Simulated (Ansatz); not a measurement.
# Grüneisen parameters and expansion of GaP (F-43m), part 3 of 4

Aim: how the vibrations of GaP shift with volume, and the expansion that follows.

Experimental results on record:
- volume expansion coefficient 15.9 1e-6/K, heat capacity C_P per formula unit 44.2 J/mol/K and bulk modulus 88.7 GPa near room temperature (given in “High-Throughput Prediction of Finite-Temperature Properties using the Quasi-Harmonic Approximation”, 2016, arXiv:1603.06924)

Ansatz 0.2.0; DFT PBE, scalar-relativistic, plane waves, PAW.

So far, gap on the k-mesh (eV): step 2 (probe on a coarse mesh) 1.65; step 3 (relaxation) 1.58; step 4 (relaxing to small residual forces and stress) 1.58; step 6 (a cell at another volume, V/V0 1.015) 1.46.

**8. Single point at a scaled cell, V/V0 0.985**

Symmetry fixes every atom, so a single point at the scaled cell gives the energy and pressure of this member.

The cell differs from the one that the last finished run ended in (a 3.913 → 3.874 Å, b 3.913 → 3.874 Å, c 3.913 → 3.874 Å).

input.yaml

```yaml
crystal:
  lattice:
    - [0.0, 2.7392023412, 2.7392023412]
    - [2.7392023412, 0.0, 2.7392023412]
    - [2.7392023412, 2.7392023412, 0.0]
  atoms:
    - { symbol: Ga, position: [0.0, 0.0, 0.0] }
    - { symbol: P, position: [0.25, 0.25, 0.25] }
kpoints:
  mp_grid: { grid: [8, 8, 8] }
hamiltonian:
  xc: pbe
scf:
  occupations: { method: fixed }
output:
  forces: true
  stress: true
  eigenvalues: true
```

Run with:

```sh
$ ansatz run input.yaml --threads 2 --pin off --max-ram 5120MiB --backend cpu --events-out ev --progress --plain --runs-dir out
```

Numbers of over 12 decimals in the logs are rounded to 6 here.

Output:

```text
[...]
Crystal: 2 atoms, lattice volume = 41.106 Å³
Basis set: ecut = 420 eV, 821 PW (Γ), exchange–correlation on 54×54×54 points (8 copies of the dense FFT grid, shifted against one another)
Bands: 13, of which v1, the nominal top of the filled ones, is band 9 counted from 1 (8 counted from 0)
Symmetry: 24 space group operations
[...]
k-points: 29 of 512 (time reversal used)
[...]
--- Band table (eV; the first three rows and the last of 29) ---
  k-point 0: bands = [... 5 lower, -5.4843, 6.8936, 6.8936, 6.8936, 8.5957, 10.7826, 10.7826, 10.7826]
  k-point 1: bands = [... 5 lower, -5.2859, 5.2681, 6.6696, 6.6696, 9.2606, 11.1249, 11.1249, 11.3273]
  k-point 2: bands = [... 5 lower, -4.7242, 3.0524, 6.2456, 6.2456, 8.9978, 11.6255, 11.6255, 13.1623]
  k-point 28: bands = [... 5 lower, -2.5025, 0.4115, 3.3910, 3.5472, 11.5916, 11.6894, 12.9509, 13.0412]
[key lines of the parts left out:]
SCF converged after 6 iterations
Free energy (F): -4539.555080 eV
Fermi energy:    6.893614 eV
P = ⅓ Tr σ = 1.2019 GPa (12.019 kbar)
```

The job ended after 0.87 s (2 threads of Intel Xeon 6975P-C (Granite Rapids), shared host; peak memory 0.36 GiB).

The run ends at a pressure of 1.20 GPa.

**9. Phonons, V/V0 0.985**

The same q-mesh and k-mesh are kept at every volume, so that much of their error can cancel in the differences.

input.yaml, the sections that differ from step 8:

```yaml
output:
  eigenvalues: true
phonons:
  method: dfpt
  dielectric: true
  rigid_motions: translations
  qmesh: [4, 4, 4]
  temperatures: { t_max: 1000, t_step: 50 }
  qpath:
    path:
      - [[0.0, 0.0, 0.0], [-0.5, -0.5, 0.0], [-0.375, -0.375, 0.25]]
      - [[-0.375, 0.0, 0.375], [0.0, 0.0, 0.0], [0.0, 0.0, 0.5], [-0.5, -0.25, 0.25], [-0.5, -0.5, 0.0]]
    npoints: 10
# crystal, kpoints, hamiltonian, scf: as in step 8
```

Output:

```text
[...]
Crystal: 2 atoms, lattice volume = 41.106 Å³
Basis set: ecut = 420 eV, 821 PW (Γ), exchange–correlation on 54×54×54 points (8 copies of the dense FFT grid, shifted against one another)
Bands: 13, of which v1, the nominal top of the filled ones, is band 9 counted from 1 (8 counted from 0)
Symmetry: 24 space group operations
k-points: 95 of 512 (irreducible under 4 space group operations, time reversal used)
[...]
optical modes at Γ + LO–TO along q̂ = [0.0000, 1.0000, 0.0000]:
      ω (cm⁻¹)  modes    IR ((D/Å)²/amu)
        351.08      2            10.1542
        385.18      1             5.0771
  optical modes at Γ + LO–TO along q̂ = [0.0000, 0.0000, 1.0000]:
      ω (cm⁻¹)  modes    IR ((D/Å)²/amu)
        351.08      2            10.1542
        385.18      1             5.0771
--- Phonons (arbitrary-q DFPT): 8 irreducible q on the 4×4×4 mesh ---
[...]
interpolated dispersion: 63 rows × 6 modes
[...]
[key lines of the parts left out:]
SCF converged after 8 iterations
Free energy (F): -4539.555080 eV
Fermi energy:    6.893608 eV
```

Run time: 1.8 min. Hardware: 2 threads; peak memory 1 GiB.

LO-TO term included. Phonon branches along the path, in cm⁻¹:

| point | branch 1 | branch 2 | branch 3 | branch 4 | branch 5 | branch 6 |
| --- | --- | --- | --- | --- | --- | --- |
| Γ | 0 | 0 | 0 | 351 | 351 | 385 |
| halfway | 87 | 87 | 162 | 347 | 347 | 376 |
| X | 100 | 100 | 245 | 349 | 349 | 355 |
| halfway | 102 | 112 | 237 | 336 | 348 | 368 |
| U | 104 | 129 | 221 | 325 | 346 | 380 |
| jump to K | 104 | 129 | 221 | 325 | 346 | 380 |
| halfway | 76 | 109 | 161 | 347 | 347 | 374 |
| Γ | 0 | 0 | 0 | 351 | 351 | 385 |
| halfway | 66 | 66 | 157 | 348 | 348 | 375 |
| L | 79 | 79 | 227 | 349 | 349 | 358 |
| halfway | 101 | 122 | 209 | 328 | 348 | 378 |
| W | 119 | 139 | 211 | 318 | 351 | 380 |
| halfway | 110 | 118 | 230 | 328 | 350 | 372 |
| X | 100 | 100 | 245 | 349 | 349 | 355 |

The phonon branches as a text plot (rows in cm⁻¹):

```
    377 |********       **********************      ***********
    361 |        *******                      ******           **
    345 |********************************************************
    329 |              ********                     *****   ***
    313 |                                                ***
    297 |
    281 |
    265 |
    249 |            **                                        **
    233 |         ***  **                        **          **
    217 |        *       ***                   **  ****  ****
    201 |                   *                 *        **
    185 |       *            ***             *
    169 |      *                *
    152 |                                   *
    136 |    **           ***    *         *           ******
    120 |               **   ***                     ** ******
    104 |   *    ************   * **      *         * **      ***
     88 |      **            *** *                ****
     72 |  * **                 * ***    *  *******
     56 |   *                    ****      *
     40 | **                        **  * *
     24 | *                          *   *
      8 |*                            ***
         Γ           X  U|K            Γ         L        W     X
```

No mode is imaginary beyond numerical noise at the solved wavevectors. The highest zone-centre mode (no LO–TO term) moved by +1.9 % for a volume change of -1.5 %.

**10. A cell at another volume, V/V0 1.03**

Symmetry fixes every atom, so a single point at the scaled cell gives the energy and pressure of this member.

The cell differs from the one that the last finished run ended in (a 3.874 → 3.932 Å, b 3.874 → 3.932 Å, c 3.874 → 3.932 Å).

input.yaml, the sections that differ from step 9:

```yaml
crystal:
  lattice:
    - [0.0, 2.7802964953, 2.7802964953]
    - [2.7802964953, 0.0, 2.7802964953]
    - [2.7802964953, 2.7802964953, 0.0]
  atoms:
    - { symbol: Ga, position: [0.0, 0.0, 0.0] }
    - { symbol: P, position: [0.25, 0.25, 0.25] }
output:
  forces: true
  stress: true
  eigenvalues: true
# kpoints, hamiltonian, scf: as in step 9
# phonons: removed
```

Output:

```text
[...]
Crystal: 2 atoms, lattice volume = 42.984 Å³
Basis set: ecut = 420 eV, 869 PW (Γ), exchange–correlation on 54×54×54 points (8 copies of the dense FFT grid, shifted against one another)
Bands: 13, of which v1, the nominal top of the filled ones, is band 9 counted from 1 (8 counted from 0)
Symmetry: 24 space group operations
[...]
k-points: 29 of 512 (time reversal used)
[...]
--- Band table (eV; the first three rows and the last of 29) ---
  k-point 0: bands = [... 5 lower, -5.7058, 6.3512, 6.3512, 6.3512, 7.6906, 10.2466, 10.2466, 10.2466]
  k-point 1: bands = [... 5 lower, -5.5190, 4.7242, 6.1426, 6.1426, 8.4681, 10.5699, 10.5699, 10.6975]
  k-point 2: bands = [... 5 lower, -4.9906, 2.5999, 5.7435, 5.7435, 8.2973, 11.0564, 11.0564, 12.3986]
  k-point 28: bands = [... 5 lower, -2.9378, 0.0526, 3.0510, 3.2105, 10.9493, 11.0370, 12.2731, 12.5044]
[key lines of the parts left out:]
SCF converged after 6 iterations
Free energy (F): -4539.548860 eV
Fermi energy:    6.351170 eV
P = ⅓ Tr σ = -2.1242 GPa (-21.242 kbar)
```

Wall time 0.74 s (2 threads); peak memory 0.36 GiB; 1.3 s of CPU time.

The run ends at a pressure of -2.12 GPa.

**11. Phonons, V/V0 1.03**

Phonons at this volume give one point of F(V, T); meshes stay fixed along the series.

input.yaml, the sections that differ from step 10:

```yaml
output:
  eigenvalues: true
phonons:
  method: dfpt
  dielectric: true
  rigid_motions: translations
  qmesh: [4, 4, 4]
  temperatures: { t_max: 1000, t_step: 50 }
  qpath:
    path:
      - [[0.0, 0.0, 0.0], [-0.5, -0.5, 0.0], [-0.375, -0.375, 0.25]]
      - [[-0.375, 0.0, 0.375], [0.0, 0.0, 0.0], [0.0, 0.0, 0.5], [-0.5, -0.25, 0.25], [-0.5, -0.5, 0.0]]
    npoints: 10
# crystal, kpoints, hamiltonian, scf: as in step 10
```

Output:

```text
[...]
Crystal: 2 atoms, lattice volume = 42.984 Å³
Basis set: ecut = 420 eV, 869 PW (Γ), exchange–correlation on 54×54×54 points (8 copies of the dense FFT grid, shifted against one another)
Bands: 13, of which v1, the nominal top of the filled ones, is band 9 counted from 1 (8 counted from 0)
Symmetry: 24 space group operations
k-points: 95 of 512 (irreducible under 4 space group operations, time reversal used)
[...]
optical modes at Γ + LO–TO along q̂ = [0.0000, 1.0000, 0.0000]:
      ω (cm⁻¹)  modes    IR ((D/Å)²/amu)
        332.36      2            10.8480
        367.53      1             5.4240
  optical modes at Γ + LO–TO along q̂ = [0.0000, 0.0000, 1.0000]:
      ω (cm⁻¹)  modes    IR ((D/Å)²/amu)
        332.36      2            10.8480
        367.53      1             5.4240
--- Phonons (arbitrary-q DFPT): 8 irreducible q on the 4×4×4 mesh ---
[...]
interpolated dispersion: 63 rows × 6 modes
[...]
[key lines of the parts left out:]
SCF converged after 8 iterations
Free energy (F): -4539.548860 eV
Fermi energy:    6.351194 eV
```

Wall time 1.9 min (2 threads); peak memory 1.1 GiB; 3.6 min of CPU time.

No mode is imaginary beyond numerical noise at the solved wavevectors. The highest zone-centre mode (no LO–TO term) moved by -3.6 % for a volume change of +3.0 %.

**12. Single point at a scaled cell, V/V0 0.97**

Symmetry fixes every atom, so a single point at the scaled cell gives the energy and pressure of this member.

input.yaml, the sections that differ from step 11:

```yaml
crystal:
  lattice:
    - [0.0, 2.7252265759, 2.7252265759]
    - [2.7252265759, 0.0, 2.7252265759]
    - [2.7252265759, 2.7252265759, 0.0]
  atoms:
    - { symbol: Ga, position: [0.0, 0.0, 0.0] }
    - { symbol: P, position: [0.25, 0.25, 0.25] }
output:
  forces: true
  stress: true
  eigenvalues: true
# kpoints, hamiltonian, scf: as in step 11
# phonons: removed
```

Output:

```text
[...]
Crystal: 2 atoms, lattice volume = 40.480 Å³
Basis set: ecut = 420 eV, 749 PW (Γ), exchange–correlation on 54×54×54 points (8 copies of the dense FFT grid, shifted against one another)
Bands: 13, of which v1, the nominal top of the filled ones, is band 9 counted from 1 (8 counted from 0)
Symmetry: 24 space group operations
[...]
k-points: 29 of 512 (time reversal used)
[...]
--- Band table (eV; the first three rows and the last of 29) ---
  k-point 0: bands = [... 5 lower, -5.4063, 7.0863, 7.0863, 7.0863, 8.9149, 10.9713, 10.9713, 10.9713]
  k-point 1: bands = [... 5 lower, -5.2037, 5.4586, 6.8565, 6.8565, 9.5381, 11.3204, 11.3204, 11.5533]
  k-point 2: bands = [... 5 lower, -4.6301, 3.2114, 6.4237, 6.4237, 9.2438, 11.8257, 11.8257, 13.4332]
  k-point 28: bands = [... 5 lower, -2.3483, 0.5385, 3.5114, 3.6663, 11.7873, 11.9489, 13.1887, 13.2305]
[key lines of the parts left out:]
SCF converged after 6 iterations
Free energy (F): -4539.547875 eV
Fermi energy:    7.086268 eV
P = ⅓ Tr σ = 2.5075 GPa (25.075 kbar)
```

Run time: 0.71 s. Hardware: 2 threads; peak memory 0.36 GiB.

The run ends at a pressure of 2.51 GPa.

**13. Phonons, V/V0 0.97**

Phonons at this volume give one point of F(V, T); meshes stay fixed along the series.

input.yaml, the sections that differ from step 12:

```yaml
output:
  eigenvalues: true
phonons:
  method: dfpt
  dielectric: true
  rigid_motions: translations
  qmesh: [4, 4, 4]
  temperatures: { t_max: 1000, t_step: 50 }
  qpath:
    path:
      - [[0.0, 0.0, 0.0], [-0.5, -0.5, 0.0], [-0.375, -0.375, 0.25]]
      - [[-0.375, 0.0, 0.375], [0.0, 0.0, 0.0], [0.0, 0.0, 0.5], [-0.5, -0.25, 0.25], [-0.5, -0.5, 0.0]]
    npoints: 10
# crystal, kpoints, hamiltonian, scf: as in step 12
```

Output:

```text
[...]
Crystal: 2 atoms, lattice volume = 40.480 Å³
Basis set: ecut = 420 eV, 749 PW (Γ), exchange–correlation on 54×54×54 points (8 copies of the dense FFT grid, shifted against one another)
Bands: 13, of which v1, the nominal top of the filled ones, is band 9 counted from 1 (8 counted from 0)
Symmetry: 24 space group operations
k-points: 95 of 512 (irreducible under 4 space group operations, time reversal used)
[...]
optical modes at Γ + LO–TO along q̂ = [0.0000, 1.0000, 0.0000]:
      ω (cm⁻¹)  modes    IR ((D/Å)²/amu)
        357.70      2             9.9233
        391.34      1             4.9617
  optical modes at Γ + LO–TO along q̂ = [0.0000, 0.0000, 1.0000]:
      ω (cm⁻¹)  modes    IR ((D/Å)²/amu)
        357.70      2             9.9233
        391.34      1             4.9617
--- Phonons (arbitrary-q DFPT): 8 irreducible q on the 4×4×4 mesh ---
[...]
interpolated dispersion: 63 rows × 6 modes
[...]
[key lines of the parts left out:]
SCF converged after 8 iterations
Free energy (F): -4539.547875 eV
Fermi energy:    7.086258 eV
```

Run time: 1.8 min. Hardware: 2 threads; peak memory 1.1 GiB; 3.4 min of CPU time.

No mode is imaginary beyond numerical noise at the solved wavevectors. The highest zone-centre mode (no LO–TO term) moved by +3.8 % for a volume change of -3.0 %.

**14. Single point at a scaled cell, V/V0 1.05**

Symmetry fixes every atom, so a single point at the scaled cell gives the energy and pressure of this member.

The cell differs from the one that the last finished run ended in (a 3.854 → 3.957 Å, b 3.854 → 3.957 Å, c 3.854 → 3.957 Å).

input.yaml, the sections that differ from step 13:

```yaml
crystal:
  lattice:
    - [0.0, 2.798176707, 2.798176707]
    - [2.798176707, 0.0, 2.798176707]
    - [2.798176707, 2.798176707, 0.0]
  atoms:
    - { symbol: Ga, position: [0.0, 0.0, 0.0] }
    - { symbol: P, position: [0.25, 0.25, 0.25] }
output:
  forces: true
  stress: true
  eigenvalues: true
# kpoints, hamiltonian, scf: as in step 13
# phonons: removed
```

Output:

```text
[...]
Crystal: 2 atoms, lattice volume = 43.818 Å³
Basis set: ecut = 420 eV, 869 PW (Γ), exchange–correlation on 54×54×54 points (8 copies of the dense FFT grid, shifted against one another)
Bands: 13, of which v1, the nominal top of the filled ones, is band 9 counted from 1 (8 counted from 0)
Symmetry: 24 space group operations
[...]
k-points: 29 of 512 (time reversal used)
[...]
--- Band table (eV; the first three rows and the last of 29) ---
  k-point 0: bands = [... 5 lower, -5.7986, 6.1257, 6.1257, 6.1257, 7.3118, 10.0218, 10.0218, 10.0218]
  k-point 1: bands = [... 5 lower, -5.6166, 4.4947, 5.9234, 5.9234, 8.1352, 10.3373, 10.3373, 10.4381]
  k-point 2: bands = [... 5 lower, -5.1022, 2.4096, 5.5346, 5.5346, 8.0031, 10.8176, 10.8176, 12.0811]
  k-point 28: bands = [... 5 lower, -3.1192, -0.0972, 2.9094, 3.0699, 10.6376, 10.8050, 11.9878, 12.2797]
[key lines of the parts left out:]
SCF converged after 6 iterations
Free energy (F): -4539.534525 eV
Fermi energy:    6.125704 eV
P = ⅓ Tr σ = -3.3546 GPa (-33.546 kbar)
```

Run time: 0.79 s. Hardware: 2 threads; peak memory 0.35 GiB.

The run ends at a pressure of -3.35 GPa.

**15. Lattice dynamics at this volume, V/V0 1.05**

Phonons at this volume give one point of F(V, T); meshes stay fixed along the series.

input.yaml, the sections that differ from step 14:

```yaml
output:
  eigenvalues: true
phonons:
  method: dfpt
  dielectric: true
  rigid_motions: translations
  qmesh: [4, 4, 4]
  temperatures: { t_max: 1000, t_step: 50 }
  qpath:
    path:
      - [[0.0, 0.0, 0.0], [-0.5, -0.5, 0.0], [-0.375, -0.375, 0.25]]
      - [[-0.375, 0.0, 0.375], [0.0, 0.0, 0.0], [0.0, 0.0, 0.5], [-0.5, -0.25, 0.25], [-0.5, -0.5, 0.0]]
    npoints: 10
# crystal, kpoints, hamiltonian, scf: as in step 14
```

Output:

```text
[...]
Crystal: 2 atoms, lattice volume = 43.818 Å³
Basis set: ecut = 420 eV, 869 PW (Γ), exchange–correlation on 54×54×54 points (8 copies of the dense FFT grid, shifted against one another)
Bands: 13, of which v1, the nominal top of the filled ones, is band 9 counted from 1 (8 counted from 0)
Symmetry: 24 space group operations
k-points: 95 of 512 (irreducible under 4 space group operations, time reversal used)
[...]
optical modes at Γ + LO–TO along q̂ = [0.0000, 1.0000, 0.0000]:
      ω (cm⁻¹)  modes    IR ((D/Å)²/amu)
        324.54      2            11.1575
        360.03      1             5.5788
  optical modes at Γ + LO–TO along q̂ = [0.0000, 0.0000, 1.0000]:
      ω (cm⁻¹)  modes    IR ((D/Å)²/amu)
        324.54      2            11.1575
        360.03      1             5.5788
--- Phonons (arbitrary-q DFPT): 8 irreducible q on the 4×4×4 mesh ---
[...]
interpolated dispersion: 63 rows × 6 modes
[...]
[key lines of the parts left out:]
SCF converged after 8 iterations
Free energy (F): -4539.534526 eV
Fermi energy:    6.125737 eV
```

Wall time 1.9 min (2 threads); peak memory 1.1 GiB; 3.5 min of CPU time.

LO-TO term included. Phonon branches along the path, in cm⁻¹:

| point | branch 1 | branch 2 | branch 3 | branch 4 | branch 5 | branch 6 |
| --- | --- | --- | --- | --- | --- | --- |
| Γ | 0 | 0 | 0 | 324 | 324 | 360 |
| halfway | 87 | 87 | 150 | 318 | 318 | 351 |
| X | 104 | 104 | 230 | 317 | 317 | 328 |
| halfway | 105 | 113 | 222 | 307 | 316 | 338 |
| U | 106 | 126 | 206 | 298 | 315 | 349 |
| jump to K | 106 | 126 | 206 | 298 | 315 | 349 |
| halfway | 77 | 106 | 150 | 318 | 319 | 346 |
| Γ | 0 | 0 | 0 | 324 | 324 | 360 |
| halfway | 66 | 66 | 146 | 320 | 320 | 349 |
| L | 83 | 83 | 214 | 319 | 319 | 331 |
| halfway | 102 | 120 | 196 | 301 | 317 | 348 |
| W | 117 | 137 | 196 | 292 | 319 | 349 |
| halfway | 110 | 118 | 216 | 301 | 318 | 342 |
| X | 104 | 104 | 230 | 317 | 317 | 328 |

The phonon branches as a text plot (rows in cm⁻¹):

```
    352 |********        ********************         *******
    338 |        **** ***                    *********       ***
    322 |*****************   ************************************
    308 |             *** ******                   ****       **
    292 |                ****                          *******
    278 |
    262 |
    248 |
    232 |           ***                                        **
    218 |         **   **                       ***          **
    202 |                ***                   *   ****  ****
    188 |        *          *                 *        **
    172 |       *            ***             *
    158 |                       *
    142 |      *                            *            ***
    128 |    **          ******  *         *           **   **
    112 |             ******   **                    ***********
     98 |   *   *******     ***   **      *        ****         *
     82 |    ***               ***            ******
     68 |  *                     ****    *  **
     52 |   *                     ***      *
     38 | **                        **  ***
     22 | *                          *  *
      8 |*                            **
         Γ           X  U|K            Γ         L        W     X
```

No mode is imaginary beyond numerical noise at the solved wavevectors. The highest zone-centre mode (no LO–TO term) moved by -5.8 % for a volume change of +5.0 %.

[end of part 3 of 4]

[Logs are printed without paths, hosts, clocks, repeated set-up lines and the standing remarks that a program may print on its own settings, such as how far it seeks lower states.]

[Hosts, paths, dates, database ids (printed as entryN), source tags and the programs' standing remarks are cut or masked in the printed files.]

[A step with changed settings may run another functional than the one named; its input shows which.]

[Of the runs on displaced cells, only some may be shown.]
